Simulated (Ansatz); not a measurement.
# BiAs (model cell, started as zinc blende): following an unstable mode, part 3 of 3

Wanted: the energy along a soft mode of BiAs (model cell, started as zinc blende) and the structure at the end.

Ansatz 0.2.0; DFT PBEsol, scalar-relativistic, plane waves, PAW.

So far. Step 4 (The mode frozen in, largest atomic shift 0.6 Å): The run ends at a pressure of -1.20 GPa, with forces up to 0.36 eV/Å. Step 5 (Energy along the mode, all amplitudes (two of the runs …): The lowest of the steps tried is the last one, at 0.6 Å, 24.5 meV/atom below the parent; the bottom of the well need not coincide with a step.

The structure was built from a prototype and need not be the compound's stable phase.

**6. Relaxing from the distorted cell (continued)**

Relaxation path (22 of 31):

```
step  energy less that of the first step (eV)  largest force component (eV/Å)  pressure (GPa)  volume (Å³)
   1                                   0.0000                          0.2915           -1.20       287.29
   2                                  -0.1633                          0.4706            0.67       270.97
   4                                  -0.3795                          0.0475           -0.36       260.16
   5                                  -0.4675                          0.0978           -0.03       251.51
   7                                  -0.6686                          0.1893            0.27       239.23
   8                                  -0.7986                          0.2828            0.45       232.83
  10                                  -0.8834                          0.6900           -0.14       229.21
  11                                  -1.0339                          0.2202           -0.21       230.52
  12                                  -1.1128                          0.2101           -0.05       229.35
  14                                  -1.3533                          0.1863           -0.15       227.53
  15                                  -1.4801                          0.1829           -0.10       224.94
  17                                  -1.6759                          0.1221           -0.12       218.76
  18                                  -1.6450                          0.4227            1.34       212.86
  20                                  -1.7433                          0.1016           -0.22       216.31
  21                                  -1.7640                          0.2645            0.65       212.20
  22                                  -1.8139                          0.0370            0.09       212.37
  24                                  -1.8218                          0.0420            0.17       211.67
  25                                  -1.8221                          0.0306           -0.06       212.45
  27                                  -1.8226                          0.0006            0.00       212.22
 28*                                  -1.8233                          0.0006            0.03       212.22
  30                                  -1.8234                          0.0001            0.00       212.30
 31*                                  -1.8234                          0.0001            0.00       212.30
```

Relaxation steps marked * repeat the geometry before them on a plane-wave basis chosen anew for their cell, so energy and pressure can jump there. Other such steps can lie between the rows shown. Relaxation steps 10, 18 were tried and not accepted.

Forces are held to the 4 operations that the run works with; a distortion that breaks them can't arise in this run.

```
     cell as run  before   after   change
           a (Å)   4.666   4.153  -11.0 %
           b (Å)   4.666   4.153  -11.0 %
           c (Å)  13.197  14.213   +7.7 %
           γ (°)   90.00   60.00  -33.3 %
volume (Å³/atom)   35.91   26.54  -26.1 %
```

The atoms that moved most (Å, as changes of fractional coordinates times the final cell):

```
atom      dx      dy      dz  length
 Bi3  -0.036  -1.162  -0.257   1.190
 Bi2   0.036  -1.162   0.257   1.190
 Bi4  -0.036   1.162   0.257   1.190
 Bi1   0.036   1.162  -0.257   1.190
 As7   0.000   0.000   0.968   0.968
 As8   0.000   0.000  -0.968   0.968
 As5   0.000  -0.378   0.000   0.378
 As6   0.000   0.378   0.000   0.378
```

The relaxed structure:

```cif
data_structure
_symmetry_space_group_name_H-M 'P 1'
_symmetry_Int_Tables_number 1
_cell_length_a 4.1530
_cell_length_b 4.1530
_cell_length_c 14.2125
_cell_angle_alpha 90.000
_cell_angle_beta 90.000
_cell_angle_gamma 60.002
_cell_volume 212.30
loop_
_atom_site_label
_atom_site_type_symbol
_atom_site_fract_x
_atom_site_fract_y
_atom_site_fract_z
_atom_site_occupancy
Bi1 Bi 0.33340 0.83329 0.25253 1
Bi2 Bi 0.66660 0.16671 0.75253 1
Bi3 Bi 0.33329 0.83340 0.99747 1
Bi4 Bi 0.66671 0.16660 0.49747 1
As5 As 0.99998 0.50002 0.87500 1
As6 As 0.00002 0.49998 0.37500 1
As7 As 0.33332 0.83332 0.62500 1
As8 As 0.66668 0.16668 0.12500 1
```

Numbers from this step:

```yaml
pressure: 1.07e-4 GPa
volume_per_atom: 26.54 Å³
```

The distorted start has space group C222_1; the relaxation ends in P6_3/mmc.

**7. The new phase in its own primitive cell**

The relaxed structure is symmetrised, reduced to its primitive cell and relaxed tightly, as its phonons need.

File input.yaml:

```yaml
crystal:
  lattice:
    - [4.1530496395, 0.0, 0.0]
    - [-2.0765248198, 3.596646491, 0.0]
    - [0.0, 0.0, 14.2125016762]
  atoms:
    - { symbol: Bi, position: [0.6666666667, 0.3333333333, 0.8775264778] }
    - { symbol: Bi, position: [0.3333333333, 0.6666666667, 0.3775264778] }
    - { symbol: Bi, position: [0.6666666667, 0.3333333333, 0.6224735222] }
    - { symbol: Bi, position: [0.3333333333, 0.6666666667, 0.1224735222] }
    - { symbol: As, position: [0.0, 0.0, 0.5] }
    - { symbol: As, position: [0.0, 0.0, 0.0] }
    - { symbol: As, position: [0.6666666667, 0.3333333333, 0.25] }
    - { symbol: As, position: [0.3333333333, 0.6666666667, 0.75] }
kpoints:
  mp_grid: { grid: [9, 9, 4] }
hamiltonian:
  xc: pbesol
scf:
  occupations: { method: methfessel_paxton, width: 0.15 }
output:
  forces: true
  stress: true
  eigenvalues: true
relax:
  adjacent_minimum: "off"
  f_tol: 0.001
  max_steps: 60
  cell: { stress_tol: 0.01 }
```

Command:

```sh
> ansatz run input.yaml --threads 4 --pin off --max-ram 7168MiB --backend cpu --events-out ev --progress --plain --runs-dir out
```

Numbers of over 12 decimals in the logs are rounded to 6 here.

The log of the run:

```text
[...]
Crystal: 8 atoms, lattice volume = 212.293 Å³
Basis set: ecut = 420 eV, 4109 PW (Γ), exchange–correlation on 60×60×192 points (8 copies of the dense FFT grid, shifted against one another)
Bands: 72, of which v1, the nominal top of the filled ones, is band 60 counted from 1 (59 counted from 0)
Symmetry: 24 space group operations
[...]
k-points: 36 of 324
[...]
- [0.0, 0.0, 14.216032]
  atoms:
    - { symbol: Bi, position: [0.666667, 0.333333, 0.877453] }
    - { symbol: Bi, position: [0.333333, 0.666667, 0.377453] }
    - { symbol: Bi, position: [0.666667, 0.333333, 0.622547] }
    - { symbol: Bi, position: [0.333333, 0.666667, 0.122547] }
    - { symbol: As, position: [0, 0, 0.5] }
    - { symbol: As, position: [0, 0, 0] }
    - { symbol: As, position: [0.666667, 0.333333, 0.25] }
    - { symbol: As, position: [0.333333, 0.666667, 0.75] }
[key lines of the parts left out:]
SCF converged after 6 iterations
Free energy (F): -68219.772319 eV
Fermi energy:    10.783719 eV
P = ⅓ Tr σ = -0.0004 GPa (-0.004 kbar)
```

Wall time 36 s (4 threads of Arm Neoverse V1, shared host); peak memory 0.9 GiB; 2.3 min of CPU time.

Little changed from the start: no atom moved by 0.005 Å and no cell edge by 0.1 %.

Numbers from this step:

* pressure: -4.15e-4 GPa

The largest force component left is 0.088 meV/Å and the pressure is 0.000 GPa, within the tolerances set. The cell now holds 26.54 Å³/atom.

**8. Outcome**

| Property | Result |
| --- | --- |
| unstable mode of the parent | q = (0, 0.25, 0.25), 36i cm⁻¹ |
| depth at the lowest point sampled | 24.5 meV/atom |
| largest atomic shift at that point | 0.6 Å |
| space group reached (within 0.01 Å) | P6_3/mmc |
| energy gained over the parent (first relaxation, on the mesh of the frozen mode) | 252 meV/atom |
| volume per atom, phase reached | 26.5 Å³ |

**Reading.** From this start the structure relaxes into P6_3/mmc, 252 meV/atom below the parent. At the parent's cell the well is 24.52 meV/atom deep on the steps tried, with its lowest point at a shift of 0.6 Å. That is the last step tried, so the steps alone don't bracket the bottom of the well. Relaxing atoms and cell changes the gain by +227.92 meV/atom against the lowest step (energies at zero smearing). Most of the total comes from this relaxation. The frozen pattern makes up only 0 % of the final shifts of the atoms, so other modes or strain give most of the change. The modes of the phase reached were not computed on this path. Of the 2 patterns followed to their end from this parent, this one reaches the lowest energy. Each path keeps the symmetry of its pattern, so a lower phase may lie along a pattern not tried. With no gap, or one that is small against the smearing, the frequencies hang on the k mesh and the smearing, most of all near Kohn anomalies. Spin-orbit coupling is left out, which can matter for the heavy elements here. A phonon run warned that its eigensolver left some bands unconverged in a pass. The starting cell was built on a prototype and not taken from a measurement, so the phase need not exist.

[Logs are printed without paths, hosts, clocks, repeated set-up lines and the standing remarks that a program may print on its own settings, such as how far it seeks lower states.]

[Hosts, paths, dates, database ids (printed as entryN), source tags and the programs' standing remarks are cut or masked in the printed files.]
